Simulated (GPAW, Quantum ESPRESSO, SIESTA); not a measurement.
# Birch–Murnaghan line for fcc Cu, SIESTA DZP, PBE

Calculated with SIESTA 5.4.2: PBE; DZP orbitals, shift 0.01 Ry, mesh 400 Ry; k-mesh 15×15×15. The volume is changed in steps from typed lattice constants. V0 = 11.647 Å³ an atom is where a Birch–Murnaghan fit to this level's pressures, the withheld one apart, crosses zero; rows within 2.5 % of V0 are left out, since F is ill-conditioned there. The typed cell is scaled evenly, with no relaxation, and each row is a single point.

| volume (Å³/atom) | pressure (GPa) |
| --- | --- |
| 11.001 | ? |
| 11.241 | 3.753 |
| 11.958 | -2.596 |
| 12.197 | -3.409 |
| 12.436 | -4.407 |
| 12.676 | -5.981 |
| 12.915 | -6.711 |

In doubt: a PseudoDojo file used here is known to give poor structures and forces, which bears on pressures, cells, forces and phonons.

**Question.** Fit the third-order Birch–Murnaghan equation to the rows given and extrapolate to the withheld row.

**Working.**

Take the Eulerian strain f = ½[(V0/V)^(2/3) − 1] and the normalised pressure F = P / [3f(1 + 2f)^(5/2)]. The third-order Birch–Murnaghan equation is then the line F = B0 + (3/2)B0(B′ − 4) f, so u = f and v = F.

| u = f | v = F (GPa) |
| --- | --- |
| 0.0119679 | 98.5273 |
| -0.00870725 | 103.843 |
| -0.0151463 | 81.0209 |
| -0.0213785 | 76.6461 |
| -0.0274390 | 83.6691 |
| -0.0332871 | 79.8344 |

With n = 6: mean u = -0.0156650, mean v = 87.2568, Σ(u − ū)² = 0.0012941, Σ(u − ū)(v − v̄) = 0.65727. Slope b = 0.65727 / 0.0012941 = 507.91; intercept a = v̄ − b ū = 95.213.

So B0 = 95.21 GPa and B′ = 4 + 2b/(3a) = 7.56. At the withheld volume f = 0.01939, F = 105.1 GPa, and P = 3f(1 + 2f)^(5/2) F.

Prediction at 11.001: 6.720 GPa. The run gave 6.995 GPa, so the fit is low by 0.27 GPa (3.9 % of the value).

 Among the rows given, the largest miss of the fit is at 12.436, by 0.44 GPa (3.2 % of the range of the table).

Limits: The nuclei are static. The DFT runs use Fermi–Dirac occupations of width 0.1 eV, and energies are free energies. The pressures scatter by 0.24 GPa r.m.s. about a smooth curve, which shows enlarged in F and loosens B′.

[Hosts, paths, dates, database ids (printed as entryN), source tags and the programs' standing remarks are cut or masked in the printed files.]
